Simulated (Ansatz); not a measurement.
# Decaying states in the gap of H3SeI

A new crystal, H3SeI: structure, gap and complex bands. It is built by putting Se for O, I for Cl in the H3ClO structure of space group R3m, with the volume rescaled by atomic radii. The parent structure comes from the Materials Project.

Calculated with Ansatz 0.2.0; PBE DFT, plane waves, PAW files, in the first sound run; inputs show where later runs differ.

The structure was built from a prototype and need not be the compound's stable phase.

### Step 1. The starting structure

It takes space group R3m (No. 160, trigonal). Conventional cell: a = 5.864 Å, b = 5.864 Å, c = 12.815 Å, α = 90.00°, β = 90.00°, γ = 120.00°. H has 1 Se at 1.26 Å nearest. Nearest to I lie 3 H at 2.35 Å. Se has 3 H at 1.26 Å nearest. It derives from H3ClO. Se for O, I for Cl in the H3ClO structure of space group R3m. Farther neighbours and most contacts between anions are not listed.

Structure file:

```cif
data_structure
_symmetry_space_group_name_H-M 'P 1'
_symmetry_Int_Tables_number 1
_cell_length_a 5.4507
_cell_length_b 5.4507
_cell_length_c 5.4507
_cell_angle_alpha 65.087
_cell_angle_beta 65.087
_cell_angle_gamma 65.087
_cell_volume 127.22
loop_
_atom_site_label
_atom_site_type_symbol
_atom_site_fract_x
_atom_site_fract_y
_atom_site_fract_z
_atom_site_occupancy
H1 H 0.64837 0.29677 0.29677 1
H2 H 0.29677 0.64837 0.29677 1
H3 H 0.29677 0.29677 0.64837 1
I4 I 0.01532 0.01532 0.01532 1
Se5 Se 0.44679 0.44679 0.44679 1
```

### Step 2. Relaxing the new crystal

The substituted atoms don't fit the parent's cell, so cell and atoms relax together. A small smearing keeps the run stable in case the gap closes on the way.

File input.yaml:

```yaml
crystal:
  lattice:
    - [2.9321427526, 1.6928734075, 4.2716439668]
    - [-2.9321427526, 1.6928734075, 4.2716439668]
    - [0.0, -3.3857468151, 4.2716439668]
  atoms:
    - { symbol: H, position: [0.64836696, 0.29676641, 0.29676641] }
    - { symbol: H, position: [0.29676641, 0.64836696, 0.29676641] }
    - { symbol: H, position: [0.29676641, 0.29676641, 0.64836696] }
    - { symbol: I, position: [0.01531504, 0.01531504, 0.01531504] }
    - { symbol: Se, position: [0.44678618, 0.44678618, 0.44678618] }
kpoints:
  mp_grid: { grid: [6, 6, 6] }
scf:
  occupations: { method: gaussian, width: 0.03 }
hamiltonian:
  xc: pbe
output:
  forces: true
  stress: true
relax:
  f_tol: 0.02
  max_steps: 60
  cell: {}
```

On the command line:

```
$ ansatz run input.yaml --threads 2 --pin off --max-ram 4096MiB --backend cpu --events-out ev --progress --plain --runs-dir out
```

Numbers of over 12 decimals in the logs are rounded to 6 here.

Log:

```text
Engine: ansatz 0.2.0, aarch64-unknown-linux-gnu
Pseudopotentials: kind: paw
Pseudopotential: H, paw, valence charge 1, recommended cutoff 420 eV (normal), H.paw.azcp
Pseudopotential: I, paw, valence charge 17, recommended cutoff 420 eV (normal), I.paw.azcp
Pseudopotential: Se, paw, valence charge 16, recommended cutoff 420 eV (normal), Se.paw.azcp
Functional definition: PBE
  parameter kappa = 0.804
  parameter beta = 0.066725
  exchange = pbe_x(kappa = kappa, mu = beta*pi^2/3)
  correlation = pbe_c(beta = beta)
Crystal: 5 atoms, lattice volume = 127.220 Å³
Basis set: ecut = 420 eV, 2505 PW (Γ), exchange–correlation on 80×80×80 points (8 copies of the dense FFT grid, shifted against one another)
Bands: 23, of which v1, the nominal top of the filled ones, is band 18 counted from 1 (17 counted from 0)
Symmetry: 6 space group operations
Space group: R3m (ITA 160), of the structure as read, at distance tolerance 5.0e-5 Å
k-points: 32 of 216 (time reversal used)
Non-local potential: H, projectors of the file, l = 0: 2, l = 1: 1
Non-local potential: I, projectors of the file, l = 0: 2, l = 1: 2, l = 2: 2, l = 3: 2
Non-local potential: Se, projectors of the file, l = 0: 2, l = 1: 2, l = 2: 3, l = 3: 1
PAW form: soft (Blöchl's): semilocal exchange-correlation on the pseudo side does not see the compensation charge
PAW one-centre angular grid: H, 110 points (default); XC on 64 Gauss nodes
PAW one-centre angular grid: I, 590 points (default); XC on 64 Gauss nodes
PAW one-centre angular grid: Se, 590 points (default); XC on 64 Gauss nodes
Initial density: superposition of atomic densities (neutral atoms: chi_scale 0, normalization atom), corrected by the library's trained network
Initial wavefunctions: pseudopotential atomic-orbital guess
Functional: x = pbe(κ = 0.804, μ = 0.219515), c = pbe(β = 0.066725)
SCF iter   1: F=—  HF=-13026.470778 eV  |F-HF|=—  |Δ(HF+E_count)|=         —  Δρ=3.41e-3  dr2=2.91e-2  ethr=1.77e-3  ⟨swp⟩=7.6  Hψ=4114  notcnv=0
preconditioner: auto → Resta (q_TF=auto, 2.211 Å⁻¹)  ε∞=2.2  [insulator: Δε(μ)=4.459 eV  Ē_g=11.837 eV  σ=0.030 eV  W_gap=1.00  n_scr=20 (ndim 8)  ℏωp=13.2 eV  f_vac=0.351  D(μ)=0.00/eV (n_scr^D=0)  ε∞_Penn≈2.2]
SCF iter   2: F=—  HF=-13026.464072 eV  |F-HF|=—  |Δ(HF+E_count)|=   6.71e-3  Δρ=1.57e-3  dr2=4.59e-3  ethr=8.08e-5  ⟨swp⟩=3.0  Hψ=1480  notcnv=0  defer=32
SCF iter   3: F=—  HF=-13026.464418 eV  |F-HF|=—  |Δ(HF+E_count)|=   3.46e-4  Δρ=4.88e-4  dr2=4.93e-4  ethr=1.27e-5  ⟨swp⟩=2.0  Hψ=1042  notcnv=0  defer=32
SCF iter   4: F=—  HF=-13026.464795 eV  |F-HF|=—  |Δ(HF+E_count)|=   3.77e-4  Δρ=1.72e-4  dr2=5.35e-5  ethr=1.37e-6  ⟨swp⟩=2.9  Hψ=1401  notcnv=0  defer=32
SCF iter   5: F=—  HF=-13026.464872 eV  |F-HF|=—  |Δ(HF+E_count)|=   7.68e-5  Δρ=4.32e-5  dr2=2.77e-6  ethr=1.49e-7  ⟨swp⟩=2.1  Hψ=1272  notcnv=0  defer=32
SCF iter   6: F=—  HF=-13026.464878 eV  |F-HF|=—  |Δ(HF+E_count)|=   5.61e-6  Δρ=1.40e-5  dr2=2.91e-7  ethr=7.69e-9  ⟨swp⟩=2.0  Hψ=1242  notcnv=0  defer=32
SCF iter   7: F=-13026.464878 eV  HF=-13026.464878 eV  |F-HF|=4.47e-8  |Δ(HF+E_count)|=   6.40e-7  Δρ=3.51e-6  dr2=1.79e-8  ethr=2.78e-10  ⟨swp⟩=5.0  Hψ=2797  notcnv=0
SCF 1 converged in 7 iterations: F = -13026.464878 eV  dr2 = 1.79e-8
  greatest PAW one-centre occupation: 1.000 electrons in one spin orbital (limit 2), on the Se atom at site 4 (counted from 0), in its partial waves of l = 2
relax step   1: F+E_penalty+E_count = -13026.46487842 eV  Δ(F+E_penalty+E_count) = +0.000e0 eV  max|allowed force component| = 1.030e1 eV/Å  Δτ_max = 0.0000 Å  P = +14.840 GPa  Ω = 127.220 Å³  (7 SCF iters, dr2 threshold 1.00e-7 eV, accepted)
Crystal: 5 atoms, lattice volume = 135.305 Å³
Basis set: ecut = 420 eV, 2643 PW (Γ), exchange–correlation on 80×80×80 points (8 copies of the dense FFT grid, shifted against one another)
Initial density: handed on by an earlier stage of this run
Initial wavefunctions: those handed on with the density
iter 1 solved again at ethr=4.95e-4 eV; its pass at ethr=3.10e-3 eV (dr2=1.78e-1 eV) is discarded
SCF iter   1: F=—  HF=-13029.115989 eV  |F-HF|=—  |Δ(HF+E_count)|=         —  Δρ=1.51e-2  dr2=1.75e-1  ethr=4.95e-4  ⟨swp⟩=1.0  Hψ=4764  notcnv=0
preconditioner: auto → Resta (q_TF=auto, 2.188 Å⁻¹)  ε∞=2.4  [insulator: Δε(μ)=4.017 eV  Ē_g=10.981 eV  σ=0.030 eV  W_gap=1.00  n_scr=20 (ndim 8)  ℏωp=12.8 eV  f_vac=0.355  D(μ)=0.00/eV (n_scr^D=0)  ε∞_Penn≈2.4]
SCF iter   2: F=—  HF=-13029.091257 eV  |F-HF|=—  |Δ(HF+E_count)|=   2.47e-2  Δρ=7.38e-3  dr2=4.06e-2  ethr=4.85e-4  ⟨swp⟩=3.2  Hψ=1481  notcnv=0
SCF iter   3: F=—  HF=-13029.091724 eV  |F-HF|=—  |Δ(HF+E_count)|=   4.67e-4  Δρ=9.86e-4  dr2=1.61e-3  ethr=1.13e-4  ⟨swp⟩=3.0  Hψ=1232  notcnv=0  defer=1
SCF iter   4: F=—  HF=-13029.091797 eV  |F-HF|=—  |Δ(HF+E_count)|=   7.33e-5  Δρ=3.26e-4  dr2=2.17e-4  ethr=4.48e-6  ⟨swp⟩=2.0  Hψ=1682  notcnv=0  defer=32
SCF iter   5: F=—  HF=-13029.091912 eV  |F-HF|=—  |Δ(HF+E_count)|=   1.15e-4  Δρ=1.07e-4  dr2=2.08e-5  ethr=6.02e-7  ⟨swp⟩=2.0  Hψ=1280  notcnv=0  defer=32
SCF iter   6: F=—  HF=-13029.091929 eV  |F-HF|=—  |Δ(HF+E_count)|=   1.75e-5  Δρ=3.15e-5  dr2=1.38e-6  ethr=5.78e-8  ⟨swp⟩=2.0  Hψ=1120  notcnv=0  defer=32
SCF iter   7: F=-13029.091931 eV  HF=-13029.091931 eV  |F-HF|=1.77e-7  |Δ(HF+E_count)|=   1.80e-6  Δρ=6.30e-6  dr2=7.49e-8  ethr=1.39e-9  ⟨swp⟩=5.0  Hψ=2775  notcnv=0
SCF 2 converged in 7 iterations: F = -13029.091931 eV  dr2 = 7.49e-8
relax step   2: F+E_penalty+E_count = -13029.09193113 eV  Δ(F+E_penalty+E_count) = -2.627e0 eV  max|allowed force component| = 4.681e0 eV/Å  Δτ_max = 0.1927 Å  P = +4.388 GPa  Ω = 135.305 Å³  energy of the carried Pulay correction = -3.427e-3 eV  (7 SCF iters, dr2 threshold 5.00e-7 eV, accepted)
Crystal: 5 atoms, lattice volume = 136.958 Å³
Basis set: ecut = 420 eV, 2709 PW (Γ), exchange–correlation on 80×80×80 points (8 copies of the dense FFT grid, shifted against one another)
iter 1 solved again at ethr=1.99e-4 eV; its pass at ethr=3.10e-3 eV (dr2=7.16e-2 eV) is discarded
SCF iter   1: F=—  HF=-13029.678113 eV  |F-HF|=—  |Δ(HF+E_count)|=         —  Δρ=9.92e-3  dr2=7.20e-2  ethr=1.99e-4  ⟨swp⟩=1.1  Hψ=4550  notcnv=0
preconditioner: auto → Resta (q_TF=auto, 2.184 Å⁻¹)  ε∞=2.5  [insulator: Δε(μ)=3.782 eV  Ē_g=10.480 eV  σ=0.030 eV  W_gap=1.00  n_scr=20 (ndim 8)  ℏωp=12.7 eV  f_vac=0.333  D(μ)=0.00/eV (n_scr^D=0)  ε∞_Penn≈2.5]
SCF iter   2: F=—  HF=-13029.676111 eV  |F-HF|=—  |Δ(HF+E_count)|=   2.00e-3  Δρ=5.27e-3  dr2=2.14e-2  ethr=1.99e-4  ⟨swp⟩=2.0  Hψ=914  notcnv=0
[...]
SCF 3 converged in 7 iterations: F = -13029.678312 eV  dr2 = 5.85e-8
relax step   3: F+E_penalty+E_count = -13029.67831151 eV  Δ(F+E_penalty+E_count) = -5.864e-1 eV  max|allowed force component| = 3.960e-1 eV/Å  Δτ_max = 0.1949 Å  P = +0.040 GPa  Ω = 136.958 Å³  energy of the carried Pulay correction = -4.101e-3 eV  (7 SCF iters, dr2 threshold 5.00e-7 eV, accepted)
[... from here on, the SCF cycles and remarks between the steps are left out ...]
relax step   4: F+E_penalty+E_count = -13029.72032081 eV  Δ(F+E_penalty+E_count) = -4.201e-2 eV  max|allowed force component| = 2.376e-1 eV/Å  Δτ_max = 0.0757 Å  P = -0.169 GPa  Ω = 133.215 Å³  energy of the carried Pulay correction = -2.561e-3 eV  (6 SCF iters, dr2 threshold 5.00e-7 eV, accepted)
relax step   5: F+E_penalty+E_count = -13029.74504275 eV  Δ(F+E_penalty+E_count) = -2.472e-2 eV  max|allowed force component| = 4.532e-2 eV/Å  Δτ_max = 0.0654 Å  P = -0.286 GPa  Ω = 126.886 Å³  energy of the carried Pulay correction = +1.465e-4 eV  (6 SCF iters, dr2 threshold 5.00e-7 eV, accepted)
relax step   6: F+E_penalty+E_count = -13029.74983416 eV  Δ(F+E_penalty+E_count) = -4.791e-3 eV  max|allowed force component| = 7.208e-2 eV/Å  Δτ_max = 0.0296 Å  P = -0.212 GPa  Ω = 123.957 Å³  energy of the carried Pulay correction = +1.445e-3 eV  (5 SCF iters, dr2 threshold 3.59e-7 eV, accepted)
relax step   7: F+E_penalty+E_count = -13029.75276937 eV  Δ(F+E_penalty+E_count) = -2.935e-3 eV  max|allowed force component| = 6.722e-2 eV/Å  Δτ_max = 0.0358 Å  P = -0.106 GPa  Ω = 121.478 Å³  energy of the carried Pulay correction = +2.569e-3 eV  (5 SCF iters, dr2 threshold 3.25e-7 eV, accepted)
relax step   8: F+E_penalty+E_count = -13029.75352356 eV  Δ(F+E_penalty+E_count) = -7.542e-4 eV  max|allowed force component| = 2.462e-2 eV/Å  Δτ_max = 0.0093 Å  P = -0.011 GPa  Ω = 120.932 Å³  energy of the carried Pulay correction = +2.819e-3 eV  (4 SCF iters, dr2 threshold 2.82e-7 eV, accepted)
relax step   9: F+E_penalty+E_count = -13029.75335579 eV  Δ(F+E_penalty+E_count) = +1.678e-4 eV  max|allowed force component| = 1.008e-2 eV/Å  Δτ_max = 0.0037 Å  P = -0.032 GPa  Ω = 121.384 Å³  energy of the carried Pulay correction = +2.612e-3 eV  (5 SCF iters, dr2 threshold 3.79e-8 eV, accepted)
relax step  10: F+E_penalty+E_count = -13029.75159850 eV  Δ(F+E_penalty+E_count) = +1.757e-3 eV  max|allowed force component| = 9.279e-3 eV/Å  Δτ_max = 0.0000 Å  P = -0.059 GPa  Ω = 121.384 Å³  stress off target by 5.94e-2 GPa  SCF on the basis re-selected at this cell (its energy is not comparable with the rows above)  (6 SCF iters)
relax step  11: F+E_penalty+E_count = -13029.75189973 eV  Δ(F+E_penalty+E_count) = -3.012e-4 eV  max|allowed force component| = 3.091e-2 eV/Å  Δτ_max = 0.0017 Å  P = +0.035 GPa  Ω = 120.728 Å³  energy of the carried Pulay correction = +2.210e-4 eV  (6 SCF iters, dr2 threshold 8.81e-9 eV, accepted)
relax step  12: F+E_penalty+E_count = -13029.75205538 eV  Δ(F+E_penalty+E_count) = -1.557e-4 eV  max|allowed force component| = 6.818e-3 eV/Å  Δτ_max = 0.0075 Å  P = -0.006 GPa  Ω = 120.367 Å³  energy of the carried Pulay correction = +3.404e-4 eV  (4 SCF iters, dr2 threshold 5.97e-8 eV, accepted)
Basis set: ecut = 420 eV, 2349 PW (Γ), exchange–correlation on 72×72×72 points (8 copies of the dense FFT grid, shifted against one another)
iter 1 solved again at ethr=3.21e-7 eV; its pass at ethr=3.10e-3 eV (dr2=1.16e-4 eV) is discarded
SCF iter   1: F=—  HF=-13029.751722 eV  |F-HF|=—  |Δ(HF+E_count)|=         —  Δρ=1.44e-5  dr2=5.79e-8  ethr=3.21e-7  ⟨swp⟩=3.7  Hψ=5885  notcnv=0
eigensolver tolerance schedule: the retry pair's looser diagonalisation over-reported the residual by 1995.21 of it (diagonalisation noise at 0.26 of the residual, at the tolerance the schedule requests for it); recorded, not acted on — ethr = c·dr2/N_el stays at c = 1.0e-1
preconditioner: auto → Resta (q_TF=auto, 2.231 Å⁻¹)  ε∞=2.6  [insulator: Δε(μ)=3.770 eV  Ē_g=10.606 eV  σ=0.030 eV  W_gap=1.00  n_scr=20 (ndim 8)  ℏωp=13.5 eV  f_vac=0.275  D(μ)=0.00/eV (n_scr^D=0)  ε∞_Penn≈2.6]
SCF iter   2: F=—  HF=-13029.751720 eV  |F-HF|=—  |Δ(HF+E_count)|=   2.04e-6  Δρ=7.51e-6  dr2=1.90e-8  ethr=1.61e-10  ⟨swp⟩=2.4  Hψ=1328  notcnv=0
SCF iter   3: F=—  HF=-13029.751720 eV  |F-HF|=—  |Δ(HF+E_count)|=   5.72e-8  Δρ=1.63e-6  dr2=2.68e-9  ethr=5.29e-11  ⟨swp⟩=2.0  Hψ=992  notcnv=0
SCF iter   4: F=—  HF=-13029.751720 eV  |F-HF|=—  |Δ(HF+E_count)|=   5.09e-9  Δρ=4.30e-7  dr2=3.12e-10  ethr=7.45e-12  ⟨swp⟩=2.0  Hψ=1010  notcnv=0
SCF iter   5: F=-13029.751720 eV  HF=-13029.751720 eV  |F-HF|=2.73e-11  |Δ(HF+E_count)|=  4.91e-10  Δρ=1.47e-7  dr2=2.89e-11  ethr=1.00e-12  ⟨swp⟩=3.8  Hψ=2881  notcnv=0
SCF 13 converged in 5 iterations: F = -13029.751720 eV  dr2 = 2.89e-11
relax step  13: F+E_penalty+E_count = -13029.75171970 eV  Δ(F+E_penalty+E_count) = +3.357e-4 eV  max|allowed force component| = 6.550e-3 eV/Å  Δτ_max = 0.0000 Å  P = -0.006 GPa  Ω = 120.367 Å³  stress off target by 1.62e-2 GPa  SCF on the basis re-selected at this cell (its energy is not comparable with the rows above)  (5 SCF iters)
basis re-selected at this cell: Δ(F+E_penalty+E_count) = +3.357e-4 eV, ΔP = +0.000 GPa vs the last step (what re-selecting the basis moved, of the pressure what is left beyond the Pulay correction that the steps carried, after the strain that the cell walked since its last selection, with what the two solves' SCF thresholds leave and, on support functions, any second-order correction that the steps lacked; it is no measure of the basis error at this ecutwfc). The dense FFT grid was sized anew with the basis: this SCF ran on 36×36×36 points, the steps before it on 40×40×40, so part of this shift can come from that change (see relax.cell in the input reference). [rest of the remark cut]
SCF converged after 5 iterations
Free energy (F): -13029.751720 eV
Harris-Foulkes:  -13029.751720 eV  (|F-HF|=2.73e-11)
Internal energy: -13029.751720 eV  (E = F + TS)
E sigma→0 (E₀):  -13029.751720 eV
Fermi energy:    3.022030 eV
--- Per-component energies (eV) ---
  E_band       = -948.150221
  E_kinetic    = 342.830114
  E_local      = -5568.747998  (includes V_loc(G=0)·N_el)
  E_nonlocal   = -681.215651
  E_hartree    = 2708.781723
  E_xc         = -256.843613
  E_vxc        = -258.334996  (∫ρ·V_xc dr)
  E_paw        = -6729.470026  (= ΣΔE_a)
  E_vpaw       = -200.241222  (= ΣTr[D̂ρ^β])
  E_aug_tail   = -0.003823  (compensation charges beyond the density's cutoff)
  E_ewald      = -2845.082446
  E_smearing   = -0.000000  (= −TS)
  E_closure    = 0.000000  (closes the sum)
  Σ components = -13029.751720   (vs F -13029.751720, Δ=0.00e0)
--- Forces (eV/Å), atoms counted from 1 ---
  atom   1  H     -0.00393453    -0.00227160     0.00132191
  atom   2  H      0.00393453    -0.00227160     0.00132191
  atom   3  H     -0.00000000     0.00454320     0.00132191
  atom   4  I     -0.00000000    -0.00000000     0.00258587
  atom   5  Se     0.00000000     0.00000000    -0.00654985
  max |Σ_I F_I| component: 1.77e-6 eV/Å
--- Stress (GPa, compression-positive) ---
       -0.000427      -0.000000      -0.000000
       -0.000000      -0.000427       0.000000
       -0.000000       0.000000      -0.016229
  P = ⅓ Tr σ = -0.0057 GPa (-0.057 kbar)
--- Relaxed structure (11 steps of the walk, 11 accepted, 2 SCFs on fresh bases) ---
  F+E_penalty+E_count = -13029.75171970 eV   max|allowed force component| = 6.550e-3 eV/Å   (the final SCF, on the basis selected at the relaxed cell)
  cell:  # Å, volume = 120.3668 Å³
    - [2.865815, 1.654579, 4.230772]
    - [-2.865815, 1.654579, 4.230772]
    - [0, -3.309158, 4.230772]
  atoms:
    - { symbol: H, position: [0.672948, 0.284720, 0.284720] }
    - { symbol: H, position: [0.284720, 0.672948, 0.284720] }
    - { symbol: H, position: [0.284720, 0.284720, 0.672948] }
    - { symbol: I, position: [-0.020846, -0.020846, -0.020846] }
    - { symbol: Se, position: [0.482460, 0.482460, 0.482460] }
```

Elapsed: 38 s, on 2 threads of Arm Neoverse V2, shared host; peak memory 0.41 GiB; 75 s of CPU time.

Step by step:

```
step  energy less that of the first step (eV)  largest force component (eV/Å)  pressure (GPa)  volume (Å³)
   1                                   0.0000                         10.3046           14.84       127.22
   2                                  -2.6271                          4.6814            4.39       135.31
   3                                  -3.2134                          0.3960            0.04       136.96
   4                                  -3.2554                          0.2376           -0.17       133.21
   5                                  -3.2802                          0.0453           -0.29       126.89
   6                                  -3.2850                          0.0721           -0.21       123.96
   7                                  -3.2879                          0.0672           -0.11       121.48
   8                                  -3.2886                          0.0246           -0.01       120.93
   9                                  -3.2885                          0.0101           -0.03       121.38
 10*                                  -3.2867                          0.0093           -0.06       121.38
  11                                  -3.2870                          0.0309            0.04       120.73
  12                                  -3.2872                          0.0068           -0.01       120.37
 13*                                  -3.2868                          0.0066           -0.01       120.37
```

Relaxation steps marked * repeat the geometry before them on a plane-wave basis chosen anew for their cell, so energy and pressure can jump there.

The run keeps the 6 symmetry operations that it works with, so distortions that break them were not tested.

```
conventional cell, symmetrised  before   after  change
                         a (Å)   5.864   5.732  -2.3 %
                         b (Å)   5.864   5.732  -2.3 %
                         c (Å)  12.815  12.692  -1.0 %
              volume (Å³/atom)   25.44   24.07  -5.4 %
```

The atoms that moved most (Å, as changes of fractional coordinates times the final cell):

```
atom      dx      dy      dz  length
  I4   0.000   0.000  -0.459   0.459
 Se5   0.000   0.000   0.453   0.453
  H3   0.000  -0.121   0.002   0.121
  H1   0.105   0.061   0.002   0.121
  H2  -0.105   0.061   0.002   0.121
```

Final coordinates:

```xyz
5
Lattice="2.8658 1.6546 4.2308 -2.8658 1.6546 4.2308 0.0000 -3.3092 4.2308" Properties=species:S:1:pos:R:3 pbc="T T T"
H     1.1126    0.6424    5.2563
H    -1.1126    0.6424    5.2563
H     0.0000   -1.2847    5.2563
I     0.0000    0.0000   -0.2646
Se    0.0000    0.0000    6.1235
```

Numbers from this step:

| Property | Result |
| --- | --- |
| free energy | -13029.7517 eV |
| Fermi energy | 3.022 eV |
| pressure | -0.005694 GPa |

The largest force component on a free atom ends at 0.0066 eV/Å.

[end of part 1 of 3]

[Logs are printed without paths, hosts, clocks, repeated set-up lines and the standing remarks that a program may print on its own settings, such as how far it seeks lower states.]

[Hosts, paths, dates, database ids (printed as entryN), source tags and the programs' standing remarks are cut or masked in the printed files.]

[New means built here by substitution; the compound itself may be known and measured.]
